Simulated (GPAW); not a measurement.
Entries from a set of simulations; values are calculated unless marked as measured.

```
! title: SnO2 (Pnnm): G0W0 with GPAW, start to end
! method: DFT, LDA, plane waves, PAW (and 1 further level or step)
! program: GPAW 26.7.0
! settings of one run: cutoff 600 eV, GPAW PAW setups 1.2.1 data release, 2×2×4 k-mesh, nbands 264
! cost: 3 runs, 1.9 min in all on 4 MPI ranks of Arm Neoverse V2, shared host (the runs of this entry)
! notes: The cell and positions are those that the Materials Project relaxed with its own functionals (PBE, PBE+U or r2SCAN), kept fixed. This is not the form that SnO2 usually takes at ambient conditions. Limits: no spin-orbit coupling. Bands and cutoff are finite, so the gap is not at the basis limit. The miss can reach some tenths of an eV and take either sign; the mesh is an error of its own. The 2×2×4 mesh is coarse for this cell, which bears on the long-range parts of exchange and screening.
! LDA gap: 0.70 eV, direct
! G0W0 gap on the mesh: 1.97 eV
! GW settings: 2×2×4 mesh, 118 bands, screening to 78 eV, Godby-Needs plasmon pole
! known limits: not at the basis limit; no spin-orbit coupling; coarse k mesh
CELL_PARAMETERS angstrom
4.78800 0.00000 0.00000
0.00000 4.86658 0.00000
0.00000 0.00000 3.24090
ATOMIC_POSITIONS crystal
Sn 0.50000 0.50000 0.50000
Sn 0.00000 0.00000 0.00000
O 0.29185 0.32104 0.00000
O 0.79185 0.17896 0.50000
O 0.20814 0.82104 0.50000
O 0.70815 0.67896 0.00000
```

[Paths, hosts, dates, memory and timing lines, banners, echoed tables and standing remarks are left out of the program output.]

[Logs are printed without paths, hosts, clocks, repeated set-up lines and the standing remarks that a program may print on its own settings, such as how far it seeks lower states.]

[Runs of the session that timed out or met a known fault of the program may be left out.]

[Hosts, paths, dates, database ids (printed as entryN), source tags and the programs' standing remarks are cut or masked in the printed files.]
